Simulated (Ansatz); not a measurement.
# How cost and error scale: generalised stacking fault on (111) (glide set) of a Ge-Si solid solution (72 atoms) repeated, part 2 of 2

Wanted: cost and convergence against size for generalised stacking fault on (111) (glide set) of a Ge-Si solid solution (72 atoms).

Ansatz 0.2.0; Kohn-Sham DFT, PBE, PAW (set soft_2), plane waves.

The cell: 51 Ge and 21 Si. The host structure and its lattice constant were typed by rule, without a check against the phase diagram.

So far. Step 4 (Support functions, 72 atoms): The energy lies 78.3 meV/atom above the dense-mesh reference, and 1.1 meV/atom below plane waves of the same size, an offset between the two bases that leaves the sampling error alike. Step 5 (Plane waves, 144 atoms): The energy lies 56.7 meV/atom above the dense-mesh reference.

### 6. Support functions, 144 atoms

The repeated cell is solved at Γ in support functions.

This step: Kohn-Sham DFT, PBE, PAW (set soft_2), localised support functions (medium) (Ansatz 0.2.0).

input.yaml

```yaml
crystal:
  lattice:
    - [6.84865, 0.0, 0.0]
    - [0.0, 11.86221, 0.0]
    - [1.14146, 0.0, 19.57091]
  atoms:
    [... the 72 atom lines of step 2 ...]
  supercell: [2, 1, 1]
kpoints:
  mp_grid: { grid: [1, 1, 1] }
hamiltonian:
  xc: pbe
scf:
  occupations: { method: fermi_dirac, width: 0.025 }
  eigensolver: { kind: { support_functions: { accuracy: medium } } }
  mixing: { beta: 0.4 }
  max_iter: 150
output:
  forces: true
```

Started as:

```
$ ansatz run input.yaml --threads 4 --pin off --max-ram 15872MiB --backend cpu --events-out ev --progress --plain --runs-dir out
```

Numbers of over 12 decimals in the logs are rounded to 6 here.

Output:

```text
Warning: scf.eigensolver.kind.support_functions: disabling space-group detection — the functions' gradient is summed over unrotated k-points, so no spatial operation reduces the k-mesh or symmetrises the density; time reversal is kept, so that k and −k are solved as one point where they differ and the mesh holds both, and exact exchange and, on two spinor components, a DFT+U term hold to it where the run has them: [...]
settings of this run that can trade accuracy for cost: scf.eigensolver.kind.support_functions [...]
[...]
Crystal: 144 atoms, lattice volume = 3179.886 Å³
Basis set: ecut = 420 eV, 62179 PW (Γ), exchange–correlation on 192×160×270 points (8 copies of the dense FFT grid, shifted against one another)
Bands: 958, of which v1, the nominal top of the filled ones, is band 798 counted from 1 (797 counted from 0)
Symmetry: 1 space group operations
k-points: 1
[...]
SCF iter   1: F=—  HF=-464735.549135 eV  |F-HF|=—  |Δ(HF+E_count)|=         —  Δρ=3.33e-2  dr2=3.93e1  ethr=1.00e-1
[...]
SCF iter  11: F=—  HF=-464761.913728 eV  |F-HF|=—  |Δ(HF+E_count)|=   2.49e-3  Δρ=1.88e-5  dr2=7.23e-6  ethr=4.19e-9  κ⁻¹=1.6e-6(r=7)
SCF iter  12: F=-464761.915806 eV  HF=-464761.915805 eV  |F-HF|=1.16e-6  |Δ(HF+E_count)|=   2.08e-3  Δρ=5.91e-6  dr2=1.23e-6  ethr=4.53e-10
SCF 1 converged in 12 iterations: F = -464761.952405 eV  dr2 = 1.23e-6
[...]
SCF converged after 12 iterations
Stability not checked: this state was not tested for a lower state beside it, because the mixer in use, unlike msr1, does not test its closes by its own steps (another_mixer; see scf.mixing.algorithm and scf.lower_state_search)
Free energy (F): -464761.952405 eV
[...]
Internal energy: -464761.949349 eV  (E = F + TS)
E sigma→0 (E₀):  -464761.950877 eV
Entropy (-TS):   -0.003057 eV (-0.021 meV/atom)
Fermi energy:    8.224012 eV
[...]
Σ components = -464761.952405   (vs F -464761.952405, Δ=0.00e0)
--- Forces (eV/Å), atoms counted from 1 ---
  atom   1  Ge    -0.05343857    -1.14213441     1.11998062
  atom   2  Ge    -0.17023840    -0.52202277    -0.05531549
  atom   3  Ge     0.05529794    -0.08041081     0.37819784
  atom   4  Si     0.06794893     0.07760044     0.07387624
  atom   5  Si    -0.04494807    -0.63042227     0.70304485
  atom   6  Ge     0.32009167     0.11123215    -0.27432133
  [... forces on the other 138 atoms ...]
  max |Σ_I F_I| component: 3.69e-3 eV/Å
--- Band table (eV) ---
[... left out ...]
  guard bands above this table: 139 of the run's 958 bands (output.publish_guard_bands: true publishes all)
[...]
```

Wall time 4.1 min (4 threads of Arm Neoverse V1, shared host); peak memory 6 GiB; 16 min of CPU time.

The program repeats the typed cell 2×1×1 times, 144 atoms in all; totals in the log are those of the whole repeated cell, and force differences are taken after averaging over the copies of each atom.

The energy lies 55.6 meV/atom above the dense-mesh reference, and 1.1 meV/atom below plane waves of the same size, an offset between the two bases that leaves the sampling error alike.

### 7. All sizes together

Differences are against the typed cell on a 5×3×2 mesh, which samples like Γ on 2160 atoms (r.m.s. force component 0.410 eV/Å). Every repeated cell is solved at Γ, and forces are averaged over the copies of each atom. Hardware: 4 threads of Arm Neoverse V1, shared host.

| atoms | repeats | basis | Δ force, r.m.s. (meV/Å) | Δ energy (meV/atom) | less plane waves of the same size (meV/atom) | spread among copies (meV/Å) | SCF cycles | time | host memory (GiB) |
| --- | --- | --- | --- | --- | --- | --- | --- | --- | --- |
| 72 | 1×1×1 | plane waves | 182 | 79.4 | - | - | 12 | 24 s | 2.2 |
| 72 | 1×1×1 | support functions | 182 | 78.3 | -1.1 | - | 12 | 1.9 min | 3.6 |
| 144 | 2×1×1 | plane waves | 41.6 | 56.7 | - | 0 | 9 | 1.8 min | 6.2 |
| 144 | 2×1×1 | support functions | 41.6 | 55.6 | -1.1 | 0 | 12 | 4.1 min | 6.0 |

### 8. The reference in detail

With the settings judged, the reference run is read for its physics.

Neighbours are counted within 2.83 Å (Ge-Ge), 2.83 Å (Ge-Si), 2.83 Å (Si-Si).

Length of the force by element and coordination:

| element | coordination | atoms | mean length of the force (eV/Å) | spread | least | most |
| --- | --- | --- | --- | --- | --- | --- |
| Ge | all | 51 | 0.560 | 0.307 | 0.140 | 1.69 |
| Ge | 3 | 5 | 1.23 | 0.406 | 0.672 | 1.69 |
| Ge | 4 | 46 | 0.487 | 0.180 | 0.140 | 0.806 |
| Si | all | 21 | 0.748 | 0.423 | 0.141 | 1.74 |
| Si | 3 | 7 | 1.27 | 0.261 | 1.05 | 1.74 |
| Si | 4 | 14 | 0.488 | 0.177 | 0.141 | 0.789 |

Löwdin charges by element and coordination (they lack the spilled electrons, 0.027 e an atom on average):

| element | coordination | atoms | mean charge (e) | spread | least | most |
| --- | --- | --- | --- | --- | --- | --- |
| Ge | all | 51 | 0.0088 | 0.0178 | -0.0472 | 0.0412 |
| Ge | 3 | 5 | -0.0169 | 0.0195 | -0.0472 | 0.0047 |
| Ge | 4 | 46 | 0.0116 | 0.0152 | -0.0308 | 0.0412 |
| Si | all | 21 | 0.0719 | 0.0172 | 0.0394 | 0.105 |
| Si | 3 | 7 | 0.0632 | 0.0151 | 0.0423 | 0.0916 |
| Si | 4 | 14 | 0.0762 | 0.0166 | 0.0394 | 0.105 |

Density of states as counts of states in windows of 0.5 eV (from the Fermi level), total and the larger projections:

| from (eV) | to (eV) | total | Ge p | Si p | Ge s | Si s |
| --- | --- | --- | --- | --- | --- | --- |
| -10 | -9.5 | 9.0 | 2.1 | 0.8 | 3.8 | 2.3 |
| -9.5 | -9 | 5.6 | 1.3 | 0.6 | 2.2 | 1.4 |
| -9 | -8.5 | 5.2 | 1.4 | 0.6 | 2.3 | 0.9 |
| -8.5 | -8 | 10.7 | 3.3 | 1.3 | 4.5 | 1.5 |
| -8 | -7.5 | 14.9 | 5.4 | 2.0 | 5.1 | 2.2 |
| -7.5 | -7 | 10.6 | 3.8 | 1.6 | 3.2 | 2.0 |
| -7 | -6.5 | 6.9 | 2.5 | 1.0 | 2.1 | 1.2 |
| -6.5 | -6 | 6.4 | 2.4 | 1.0 | 1.7 | 1.2 |
| -6 | -5.5 | 3.9 | 1.5 | 0.6 | 1.1 | 0.7 |
| -5.5 | -5 | 5.4 | 2.3 | 1.0 | 1.2 | 0.8 |
| -5 | -4.5 | 14.5 | 9.4 | 3.7 | 0.9 | 0.5 |
| -4.5 | -4 | 18.4 | 11.9 | 4.9 | 1.0 | 0.5 |
| -4 | -3.5 | 23.0 | 14.9 | 6.2 | 1.2 | 0.6 |
| -3.5 | -3 | 24.1 | 16.1 | 6.8 | 0.7 | 0.3 |
| -3 | -2.5 | 23.2 | 15.7 | 6.4 | 0.7 | 0.3 |
| -2.5 | -2 | 21.1 | 14.6 | 5.7 | 0.5 | 0.2 |
| -2 | -1.5 | 13.2 | 9.2 | 3.6 | 0.2 | 0.1 |
| -1.5 | -1 | 8.5 | 5.6 | 2.6 | 0.1 | 0.1 |
| -1 | -0.5 | 2.7 | 1.7 | 0.8 | 0.0 | 0.0 |
| -0.5 | 0 | 3.2 | 1.2 | 1.4 | 0.2 | 0.2 |
| 0 | 0.5 | 6.2 | 2.3 | 1.7 | 1.4 | 0.4 |
| 0.5 | 1 | 16.7 | 6.6 | 4.1 | 3.5 | 1.2 |
| 1 | 1.5 | 24.8 | 10.3 | 5.2 | 5.2 | 1.9 |
| 1.5 | 2 | 21.8 | 9.5 | 4.2 | 4.0 | 1.8 |
| 2 | 2.5 | 18.8 | 8.6 | 3.9 | 2.8 | 1.4 |
| 2.5 | 3 | 22.4 | 10.9 | 4.9 | 2.3 | 1.3 |

Between -26 and -10 eV lie 567 more states.

The levels nearest the highest filled one (over half full), pooled over k-points and spins:

| level less the highest filled one (eV) | occupation |
| --- | --- |
| -0.0702 | 1.97 |
| -0.0561 | 1.95 |
| -0.0533 | 1.94 |
| -0.0421 | 1.91 |
| -0.0088 | 1.69 |
| 0 | 1.58 |
| 0.0783 | 0.282 |
| 0.0795 | 0.27 |
| 0.0878 | 0.201 |
| 0.089 | 0.193 |
| 0.107 | 0.098 |
| 0.126 | 0.047 |

Forces differ by site in this geometry: Si atoms with 3 neighbours bear 1.3 eV/Å on average, against 0.49 eV/Å for those with 4. Mean Löwdin charges: Ge +0.01, Si +0.07 e. Charges this small depend on the projection, at times even in sign.

### 9. What came out

| Quantity | Value |
| --- | --- |
| free energy per atom | -3227.5692 eV/atom |
| density | 4.485 g/cm³ |
| pressure | 3.651 GPa |
| r.m.s. force component | 0.4099 eV/Å |
| wall time of the 5 DFT runs | 32 min |

What this shows: Repeating the cell at Γ samples more k-points: in plane waves the energy difference from the dense mesh goes from 79.4 meV/atom at 72 atoms to 56.7 at 144, and the force difference from 182 to 42 meV/Å. At equal size the support functions lie 1.1 meV/atom below plane waves, likely because their grid holds more waves than 420 eV; no run tests this. At the largest size the support functions' forces differ from the reference by 10 % of the r.m.s. force, which holds the difference of sampling between the two as well as that of the basis.

11 levels are partly filled, by over 2 % (on the run's k-points): at this level the cell shows no clear gap. Levels of broken or missing bonds inside a gap of the host would look the same. Forces differ by site in this geometry: Si atoms with 3 neighbours bear 1.3 eV/Å on average, against 0.49 eV/Å for those with 4.

What to keep in mind: The geometry was built by rule, was displaced at random and isn't relaxed at this level: its force components are 0.41 eV/Å r.m.s. The pressure of 3.7 GPa belongs to a cell and atoms that aren't relaxed at this level.

[Logs are printed without paths, hosts, clocks, repeated set-up lines and the standing remarks that a program may print on its own settings, such as how far it seeks lower states.]

[Hosts, paths, dates, database ids (printed as entryN), source tags and the programs' standing remarks are cut or masked in the printed files.]
